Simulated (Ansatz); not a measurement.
# InSe (R3m): band gap by G0W0 on r2SCAN, part 2 of 2

Aim: the quasiparticle gap of InSe (R3m), starting from r2SCAN.

Ansatz 0.2.0; r2SCAN, then G0W0 on it, plane waves, PAW. Known limits of the many-body steps: finite bands, screening cutoff and k mesh; no spin-orbit coupling in G0W0; d shells not analysed.

So far. Step 2 (The r2SCAN band structure): Over mesh and path the gap is 0.867 eV, direct, at k = (-0.500, -0.500, -0.500).

The database entry behind the starting cell differs from later determinations by our own check (c about 1.5 % long), so it need not match the best structure at ambient conditions.

In doubt: masses and optical values from hybrid runs of this build are listed as unsure (in some of the runs), which bears on the screening that GW takes from such a start.

### Step 3. G0W0 on the 4×4×4 mesh

G0W0 replaces the xc potential by a self-energy built once from the orbitals of the start. Levels are corrected in the window of bands that the input names, at points of the mesh.

This step: G0W0 on r2SCAN, plane waves, PAW.

File input.yaml:

```yaml
crystal:
  lattice:
    - [2.0, 1.1547005384, 8.44]
    - [-2.0, 1.1547005384, 8.44]
    - [0.0, -2.3094010768, 8.44]
  atoms:
    - { symbol: In, position: [0.0, 0.0, 0.0] }
    - { symbol: In, position: [0.1114, 0.1114, 0.1114] }
    - { symbol: Se, position: [0.6165, 0.6165, 0.6165] }
    - { symbol: Se, position: [0.8281, 0.8281, 0.8281] }
kpoints:
  mp_grid: { grid: [4, 4, 4] }
hamiltonian:
  xc: r2scan
scf:
  occupations: { method: fixed }
gw:
  n_empty_bands: 751
  ecut_chi: 200.0
  qp_bands: [v2, c2]
  qp_kpoints: band_edges
  screening: { model: contour_deformation }
```

The run is started by

```console
$ ansatz run input.yaml --threads 3 --pin off --max-ram 92160MiB --backend cuda --events-out ev --progress --plain --runs-dir out --devices 1 --max-vram 13GiB  # rebuilt from the run's record
```

Numbers of over 12 decimals in the logs are rounded to 6 here.

Log:

```text
GPUs: using 1 of 1 available (devices: 1).
[...]
GPU FFT provider: cuFFT
GPU libraries: cuBLAS 13.8.2, cuFFT 12.4.0, cuSOLVER 12.3.4
Crystal: 4 atoms, lattice volume = 116.948 Å³
Basis set: ecut = 500 eV, 2965 PW (Γ), exchange–correlation on 256×256×256 points (64 copies of the dense FFT grid, shifted against one another)
Bands: 35, of which v1, the nominal top of the filled ones, is band 29 counted from 1 (28 counted from 0)
Symmetry: 6 space group operations
[...]
k-points: 13 of 64 (time reversal used)
[...]
GPU buffer pool allocated for 262144 grid points (all kernels)
[...]
SCF iter   1: F=—  HF=-22182.513806 eV  |F-HF|=—  |Δ(HF+E_count)|=         —  Δρ=6.19e-3  dr2=3.79e-2  dr2_τ=1.63e-2  ethr=1.77e-3  ⟨swp⟩=5.0  Hψ=1636  notcnv=0  defer=52
[...]
SCF iter   7: F=-22182.526813 eV  HF=-22182.526813 eV  |F-HF|=1.94e-8  |Δ(HF+E_count)|=   2.42e-7  Δρ=4.89e-6  dr2=3.93e-8  dr2_τ=2.17e-9  ethr=1.72e-10  ⟨swp⟩=9.5  Hψ=1740  notcnv=0
SCF 1 converged in 7 iterations: F = -22182.526813 eV  dr2 = 3.93e-8
[...]
NSCF: frozen V_eff on 13 k-points
the band table was solved once the SCF had ended and its energy, with any forces and stress, was formed, with the checks that follow a solve (1803 applications of the Hamiltonian). They found nothing against the state; the energy, forces and stress were not computed again (output.eigenvalues in the input reference)
[...]
G₀W₀ screening: q 1/13
[... further progress lines ...]
[...]
SCF converged after 7 iterations
Free energy (F): -22182.526813 eV
[...]
Internal energy: -22182.526813 eV  (E = F + TS)
E sigma→0 (E₀):  -22182.526813 eV
Fermi energy:    7.061300 eV
[...]
--- Band table (eV; the first three rows and the last of 13) ---
  k-point 0: bands = [... 25 lower, 5.6972, 5.6972, 5.7897, 5.7897, 9.1163, 9.6448, 11.8005, 11.8005, ... 2 higher]
  k-point 1: bands = [... 25 lower, 4.9589, 5.0949, 5.2313, 6.0258, 9.4079, 9.6048, 11.5174, 11.7386, ... 2 higher]
  k-point 2: bands = [... 25 lower, 4.6266, 4.6374, 4.7376, 5.3410, 8.5521, 9.3540, 11.0638, 11.4251, ... 2 higher]
  k-point 12: bands = [... 25 lower, 5.6266, 5.8666, 5.8666, 7.0613, 7.9252, 9.6901, 11.7184, 11.7184, ... 2 higher]
--- G₀W₀: contour deformation, 8 samples at zero and on the imaginary axis and 1 off it, 64 q-points, 751 empty bands' worth ---
  eigenvalues of the whole cell's RPA ε∞ on this k-mesh (on a slab, of 1 + 4πα/V) = 7.9583, 7.9583, 10.4978; static W/v taken at q = 0 is 0.131126
  gw.qp_kpoints: band_edges: 9 of 13 stored k-points solved, in 1 pass; an edge of the gap read off the rows below is read off those points alone
    valence top: of the k-points left out ik 8 came nearest to being solved in a further pass, in band 29 (counted from 1, as in the quasiparticle table): it holds the edge there only if its correction is more favourable than any solved in that band by at least 0.738 eV; those differ by 0.078 eV
    conduction bottom: of the k-points left out ik 7 came nearest to being solved in a further pass, in band 30 (counted from 1, as in the quasiparticle table): it holds the edge there only if its correction is more favourable than any solved in that band by at least 0.710 eV; those differ by 0.126 eV
    ik  band        ε_KS         Σx   Σc(E_QP)       V_xc       Z   E_QP_lin       E_QP  E_QP is
     1    28      5.2313   -17.6798     1.7125   -15.3716  0.7573     4.6246     4.6356  root
     1    29      6.0258   -15.7995     1.1742   -14.0203  0.7678     5.4097     5.4209  root
     1    30      9.4079    -7.7182    -3.8406   -11.5787  0.7951     9.4278     9.4278  root
     1    31      9.6048    -9.7495    -3.9625   -13.8096  0.7830     9.7025     9.7023  root
     2    28      4.7376   -17.2834     1.8581   -14.8170  0.7511     4.1165     4.1293  root
     2    29      5.3410   -15.5083     1.3062   -13.5842  0.7641     4.7115     4.7232  root
     2    30      8.5521    -7.7342    -3.4875   -11.1958  0.8005     8.5261     8.5261  root
     2    31      9.3540    -9.6547    -3.9431   -13.6887  0.7836     9.4451     9.4449  root
     3    28      5.3320   -17.8988     1.6940   -15.6113  0.7586     4.7281     4.7385  root
     3    29      6.2429   -15.9825     1.0789   -14.3074  0.7712     5.6372     5.6467  root
     3    30      9.2398    -9.3666    -3.8257   -13.2553  0.7916     9.3028     9.3027  root
     3    31      9.6077    -8.0279    -3.9013   -11.9733  0.7896     9.6519     9.6518  root
     5    28      5.1265   -17.1748     1.8392   -14.7543  0.7447     4.5343     4.5452  root
     5    29      5.7605   -15.6590     1.1451   -13.8950  0.7720     5.1309     5.1416  root
     5    30      9.3959    -8.5068    -3.7176   -12.2707  0.7915     9.4421     9.4421  root
     5    31      9.7962    -9.4327    -3.8922   -13.4125  0.7812     9.8838     9.8837  root
     6    28      4.9278   -17.6966     1.8211   -15.2668  0.7539     4.3074     4.3192  root
     6    29      5.5083   -15.2386     1.1731   -13.4426  0.7695     4.8745     4.8855  root
     6    30      8.5619    -8.7392    -3.6155   -12.3777  0.7998     8.5849     8.5848  root
     6    31      9.3204    -8.8331    -3.7548   -12.6220  0.7845     9.3545     9.3545  root
     9    28      4.8583   -17.5789     1.8402   -15.1300  0.7527     4.2375     4.2496  root
     9    29      5.3493   -15.0100     1.2034   -13.1829  0.7672     4.7134     4.7257  root
     9    30      8.8431    -8.1652    -3.5926   -11.7521  0.7946     8.8373     8.8373  root
     9    31      9.0172    -9.2966    -3.7482   -13.1008  0.7911     9.0732     9.0731  root
    10    28      5.3617   -17.9433     1.6859   -15.6642  0.7591     4.7582     4.7685  root
    10    29      6.4719   -16.1786     1.0054   -14.5923  0.7726     5.8833     5.8909  root
    10    30      9.3602   -10.2629    -3.9024   -14.2524  0.7863     9.4474     9.4473  root
    10    31      9.8026    -7.4641    -3.9248   -11.4190  0.7883     9.8327     9.8327  root
    11    28      4.3559   -16.1923     2.0047   -13.5893  0.7326     3.7426     3.7577  root
    11    29      5.4836   -15.6083     1.3212   -13.6689  0.7634     4.8528     4.8654  root
    11    30      9.2421    -7.3580    -3.5613   -10.9211  0.7952     9.2439     9.2439  root
    11    31      9.9617   -10.3878    -4.0517   -14.5771  0.7773    10.0996    10.0993  root
    12    28      5.8666   -18.3293     1.5683   -16.1895  0.7631     5.2867     5.2951  root
    12    29      7.0613   -16.3134     0.6908   -15.0772  0.7783     6.5115     6.5160  root
    12    30      7.9252   -10.1624    -3.4768   -13.6002  0.8009     7.8862     7.8862  root
    12    31      9.6901    -8.0609    -4.1335   -12.2070  0.7940     9.7026     9.7026  root
```

Elapsed: 1.8 min, on 1 × NVIDIA H100 80GB HBM3 (shared by 6 runs) with 3 threads of AMD EPYC 7R13 (Zen 3), shared host; peak memory 3.6 GiB.

This step gave:

```
bands summed                                    : 780
RPA ε∞ on this mesh (eigenvalues)               : 7.958, 7.958, 10.50
plane waves in the screening matrix             : 733
q-points in the mesh                            : 64
G0W0 gap over the corrected points              : 1.370 eV
k of the valence top                            : -0.5, -0.5, -0.5
k of the conduction bottom                      : -0.5, -0.5, -0.5
starting gap on the mesh                        : 0.8639 eV
Z at the valence top                            : 0.7783
Z at the conduction bottom                      : 0.8009
least direct G0W0 gap over the corrected points : 1.370 eV
```

Over 9 of 13 irreducible mesh points the G0W0 gap is 1.370 eV, direct, at k = (-0.500, -0.500, -0.500). The r2SCAN gap of this run on the mesh is 0.864 eV. The two states that bound the G0W0 gap lie that far apart at the start, so the correction of the gap is 1.370 − 0.864 = +0.506 eV. The start of this run differs from the step before in mesh (6×6×6 and 4×4×4).

Labels follow the order of the start: v1 is the top filled band, c1 the lowest empty one; levels that stay degenerate share a row, the window can cut a multiplet, doubted levels are not marked in this list, bands outside the window were not corrected, and the list may be a part of the corrected levels. Levels before and after the correction, in eV, zero at the valence-band top of each column:

```
           conduction bottom  valence top
Kohn-Sham               0.86         0.00
     G0W0               1.37         0.00
```

```
                         level  occupation  energy (eV)
Kohn-Sham  (-0.5 -0.5 -0.5) v2           2       -1.195
Kohn-Sham  (-0.5 -0.5 -0.5) v1           2        0.000
Kohn-Sham  (-0.5 -0.5 -0.5) c1           0        0.864
Kohn-Sham  (-0.5 -0.5 -0.5) c2           0        2.629
     G0W0  (-0.5 -0.5 -0.5) v2           2       -1.221
     G0W0  (-0.5 -0.5 -0.5) v1           2        0.000
     G0W0  (-0.5 -0.5 -0.5) c1           0        1.370
     G0W0  (-0.5 -0.5 -0.5) c2           0        3.187
```

The parts of the quasiparticle energy for the two states that bound the G0W0 gap, in eV on the run's own scale (QP = start + Σx + Σc − Vxc, with Σc at the quasiparticle energy):

```
             edge                         k  band  start       Σx      Σc      Vxc      Z     QP
      valence top  (-0.500, -0.500, -0.500)    29  7.061  −16.313   0.691  −15.077  0.778  6.516
conduction bottom  (-0.500, -0.500, -0.500)    30  7.925  −10.162  −3.477  −13.600  0.801  7.886
```

### Step 4. Spin-orbit coupling

This run has two-component orbitals with spin-orbit coupling.

This step: DFT, r2SCAN with spin-orbit coupling, plane waves, PAW.

input.yaml, the sections that differ from step 3:

```yaml
kpoints:
  mp_grid: { grid: [6, 6, 6] }
  band_path:
    path:
      - [0.0, 0.0, 0.0]
      - [-0.5, -0.5, -0.5]
      - [-0.5, -0.17914517, -0.82085483]
      - [-0.17914517, 0.17914517, -0.5]
      - [0.0, 0.0, -0.5]
      - [0.0, 0.33957259, -0.33957259]
      - [-0.33957259, 0.0, -0.66042741]
      - [-0.5, 0.0, -0.5]
    npoints: 1
scf:
  occupations: { method: fermi_dirac, width: 0.02 }
  n_extra_bands: 10
magnetization:
  noncollinear: true
  spin_orbit: true
output:
  eigenvalues: true
# crystal, hamiltonian: as in step 3
# gw: removed
```

Log:

```text
[...]
GPUs: using 1 of 1 available (devices: 1).
[...]
non-collinear run that drives no moment, with spin-orbit: no starting moment large enough to seed its density (crystal.atoms[].spin), no starting occupations that ask for one, no magnetisation constraint and no magnetic field, so the semilocal B_xc is pinned to zero
[...]
GPU FFT provider: cuFFT
GPU libraries: cuBLAS 13.8.2, cuFFT 12.4.0, cuSOLVER 12.3.4
Crystal: 4 atoms, lattice volume = 116.948 Å³
Basis set: ecut = 500 eV, 2965 PW (Γ), FFT grids on a1−a3, a2−a3, a3, exchange–correlation on 120×120×256 points (64 copies of the dense FFT grid, shifted against one another)
Bands: 68, of which v1, the nominal top of the filled ones, is band 58 counted from 1 (57 counted from 0)
Symmetry: 6 space group operations + 6 with time reversal
[...]
k-points: 32 of 216 (time reversal used)
Projection manifold: j_resolved (fully-relativistic pseudo-atomic orbitals)
[...]
GPU buffer pool allocated for 57600 grid points (all kernels)
[...]
SCF iter   1: F=—  HF=-22158.824656 eV  |F-HF|=—  |Δ(HF+E_count)|=         —  Δρ=4.85e-2  dr2=1.17e1  dr2_τ=1.09e-2  dr2_m=0.00e0 (ungated)  ethr=3.10e-3  |M|=0.00e0 ∫|m|=0.00e0 μB  |m|>n=0.0e0 m-floor=0.0e0 τ_xc=0.0e0  β_m=0.30  ⟨swp⟩=7.3  Hψ=10611  notcnv=0
[...]
spin=Noncollinear: Resta preconditioning applied to the charge; magnetization (m_x, m_y, m_z) channels mix plain (no charge-response kernel on spin).
SCF iter   2: F=—  HF=-22157.053746 eV  |F-HF|=—  |Δ(HF+E_count)|=    1.77e0  Δρ=2.75e-2  dr2=1.74e0  dr2_τ=5.98e-3  dr2_m=0.00e0 (ungated)  ethr=3.10e-3  |M|=0.00e0 ∫|m|=0.00e0 μB  |m|>n=0.0e0 m-floor=0.0e0 τ_xc=0.0e0  β_m=0.39  ⟨swp⟩=3.0  Hψ=3579  notcnv=0  defer=170
[...]
SCF iter  10: F=-22156.779341 eV  HF=-22156.779341 eV  |F-HF|=8.53e-9  |Δ(HF+E_count)|=   3.17e-8  Δρ=1.92e-6  dr2=7.01e-9  dr2_τ=1.70e-10  dr2_m=0.00e0 (ungated)  ethr=1.72e-10  |M|=0.00e0 ∫|m|=0.00e0 μB  |m|>n=0.0e0 m-floor=0.0e0 τ_xc=0.0e0  ⟨swp⟩=10.6  Hψ=7908  notcnv=0
SCF 1 converged in 10 iterations: F = -22156.779341 eV  dr2 = 7.01e-9
[...]
SCF converged after 10 iterations
Magnetization: |M| = 0.0000 μB,  M = (+0.0000, +0.0000, +0.0000) μB
Absolute magnetization: 0.0000 μB (∫|m|)
  site 0: m = (+0.0000, +0.0000, +0.0000) μB, |m| = 0.0000 μB  (R = 1.09 Å)
  site 1: m = (+0.0000, +0.0000, +0.0000) μB, |m| = 0.0000 μB  (R = 1.09 Å)
  site 2: m = (+0.0000, +0.0000, +0.0000) μB, |m| = 0.0000 μB  (R = 1.09 Å)
  site 3: m = (+0.0000, +0.0000, +0.0000) μB, |m| = 0.0000 μB  (R = 1.09 Å)
Free energy (F): -22156.779341 eV
[...]
Internal energy: -22156.779341 eV  (E = F + TS)
E sigma→0 (E₀):  -22156.779341 eV
Fermi energy:    7.497336 eV
[...]
--- Band table (eV; the first three rows and the last of 32) ---
  k-point 0: bands = [... 54 lower, 5.8162, 5.8162, 5.9129, 5.9129, 9.1057, 9.1057, 9.6235, 9.6235, ... 6 higher]
  k-point 1: bands = [... 54 lower, 5.4977, 5.5081, 5.9961, 6.0006, 9.5411, 9.5458, 10.1681, 10.1778, ... 6 higher]
  k-point 2: bands = [... 54 lower, 5.0075, 5.0166, 5.8242, 5.8362, 8.8797, 8.8978, 9.4261, 9.4477, ... 6 higher]
  k-point 31: bands = [... 54 lower, 5.9888, 5.9888, 7.0748, 7.0748, 7.9198, 7.9198, 9.6702, 9.6702, ... 6 higher]
```

Wall time 14 s (1 × NVIDIA H100 80GB HBM3 (shared by 6 runs) with 3 threads); peak memory 1.2 GiB; 33 s of CPU time.

Numbers from this step:

* gap: 0.8450 eV
* valence top at: T
* conduction bottom at: T
* least direct gap: 0.8450 eV

Over mesh and listed points the gap is 0.845 eV, direct, at k = (-0.500, -0.500, -0.500). r2SCAN+SOC against r2SCAN: 0.845 − 0.867 = −0.022 eV, with the same mesh, set of files (read in its fully relativistic form for the spin-orbit run) and cutoff, and both edges at the same k points. The spin-orbit run sees mesh and listed points alone, so its gap is an upper bound: the coupling can move an edge off these points, the more so as this crystal has no centre of inversion, and the change over the zone, its sign included where it is small, is not known.

### Step 5. The runs together

Each gap is the least one over the points named; times are wall times on shared hosts, not benchmarks. A G0W0 time includes the run's own self-consistent start. Runs with listed points see these and the mesh alone, so an edge that moves elsewhere is missed. Rows marked * are further runs, not shown as steps, whose inputs differ from the G0W0 step on the same start in the columns given; solver thresholds can differ too.

```
       level   mesh       files, cutoff    bands summed, screening                           points  gap (eV)               valence top         conduction bottom  least direct gap (eV)     time
      r2SCAN  6×6×6  soft_2 PAW, 500 eV                          -                    mesh and path     0.867  (-0.500, -0.500, -0.500)  (-0.500, -0.500, -0.500)                  0.867    6.8 s
  r2SCAN+SOC  6×6×6  soft_2 PAW, 500 eV                          -           mesh and listed points     0.845  (-0.500, -0.500, -0.500)  (-0.500, -0.500, -0.500)                  0.845     14 s
G0W0@r2SCAN*  4×4×4  soft_2 PAW, 500 eV                 152, 60 eV  9 of 13 irreducible mesh points     1.343  (-0.500, -0.500, -0.500)  (-0.500, -0.500, -0.500)                  1.343     33 s
G0W0@r2SCAN*  4×4×4  soft_2 PAW, 500 eV                378, 120 eV  9 of 13 irreducible mesh points     1.379  (-0.500, -0.500, -0.500)  (-0.500, -0.500, -0.500)                  1.379     80 s
 G0W0@r2SCAN  4×4×4  soft_2 PAW, 500 eV                780, 200 eV  9 of 13 irreducible mesh points     1.370  (-0.500, -0.500, -0.500)  (-0.500, -0.500, -0.500)                  1.370  1.8 min
G0W0@r2SCAN*  4×4×4  soft_2 PAW, 500 eV  378, 120 eV, plasmon pole  9 of 13 irreducible mesh points     1.408  (-0.500, -0.500, -0.500)  (-0.500, -0.500, -0.500)                  1.408     73 s
```

### Step 6. Results

```yaml
r2scan_gap_over_mesh_and_path: 0.867 eV, direct, at k = (-0.500, -0.500, -0.500)
g0w0_r2scan_gap_over_9_of_13_irreducible_mesh_points: 1.370 eV, direct, at k = (-0.500, -0.500, -0.500)
r2scan_soc_gap_over_mesh_and_listed_points: 0.845 eV
gw_settings: 4×4×4 mesh, 751 empty bands, screening to 200 eV
known_limits: finite bands, screening cutoff and k mesh; no spin-orbit coupling in G0W0; d shells not analysed
```

What this shows: Over 9 of 13 irreducible mesh points the G0W0 gap is 1.370 eV, direct, at k = (-0.500, -0.500, -0.500). The r2SCAN gap of this run on the mesh is 0.864 eV. The two states that bound the G0W0 gap lie that far apart at the start, so the correction of the gap is 1.370 − 0.864 = +0.506 eV. The valence state moves by 6.516 − 7.061 = −0.545 eV and the conduction state by 7.886 − 7.925 = −0.039 eV, on the run's own scale; with 152 bands the edge states move by −0.025 and +0.454 eV, so the split between the edges depends on the bands and cutoff. Both edges that r2SCAN shows over mesh and path lie at k points where levels were corrected. Levels at other points were not corrected, so a lower G0W0 gap elsewhere in the zone is not ruled out. From 152 bands and 60 eV to 780 bands and 200 eV the gap moves by 1.370 − 1.343 = +0.027 eV (rung by rung 1.343, 1.379, 1.370 eV); bands and screening cutoff rise together, so their parts are not told apart. The gap turns back along the series (1.343, 1.379, 1.370 eV), so no line is drawn and the limit is not known. With the plasmon pole model in place of the contour deformation model and all else as in the G0W0@r2SCAN row with 378 bands, the gap differs by 1.408 − 1.379 = +0.029 eV. G0W0 on other starts in this series, not shown as steps and not all at these settings: 1.540 eV on HSE06 (4×4×4, soft_2 PAW, 378 bands, 120 eV) and 0.814 eV on LDA (4×4×4, soft_2 PAW, 378 bands, 120 eV). The program doubts an edge level of G0W0@LDA with 378 bands (4×4×4, soft_2 PAW). r2SCAN+SOC against r2SCAN: 0.845 − 0.867 = −0.022 eV, with the same mesh, set of files (read in its fully relativistic form for the spin-orbit run) and cutoff, and both edges at the same k points. The spin-orbit run sees mesh and listed points alone, so its gap is an upper bound: the coupling can move an edge off these points, the more so as this crystal has no centre of inversion, and the change over the zone, its sign included where it is small, is not known. What spin-orbit coupling does to the G0W0 levels was not computed, so no sum with the G0W0 gap is formed. The G0W0 runs are scalar-relativistic. One-shot GW is known to converge slowly in bands for compounds with shallow d shells. The cell holds In; the filling of the d shell and its place against the gap were not analysed here. No pair of G0W0 runs that differ in the mesh alone is shown (4×4×4 is a supercell whose nearest images lie 16 Å apart), so the error from the mesh is not known here. G0W0@r2SCAN runs of this series with other atomic data on the same mesh, not shown as steps, give 1.397 eV (hard PAW, 870 eV, 386 bands, screening to 120 eV; the table's row with the same empty bands and screening cutoff has 1.379 eV); where bands and cutoffs differ too, the part of the files is not isolated.

[Paths, hosts, dates, memory and timing lines, banners, echoed tables and standing remarks are left out of the program output.]

[Logs are printed without paths, hosts, clocks, repeated set-up lines and the standing remarks that a program may print on its own settings, such as how far it seeks lower states.]

[Runs of the session that timed out or met a known fault of the program may be left out.]

[Cells called generated may have been cut or substituted from an entry of the Crystallography Open Database or the Materials Project.]

[Hosts, paths, dates, database ids (printed as entryN), source tags and the programs' standing remarks are cut or masked in the printed files.]

[Where an RPA ε∞ is given, it is that of the G0W0 mesh and is not shown converged in it. Names of k-points follow the symmetry that the program found, which can be lower than the space group named. Band edges on a path are those of the sampled points; other points can move an edge, and change direct to indirect where valleys lie close.]

[Hybrid gaps are those of their k-mesh and are not shown converged in it.]
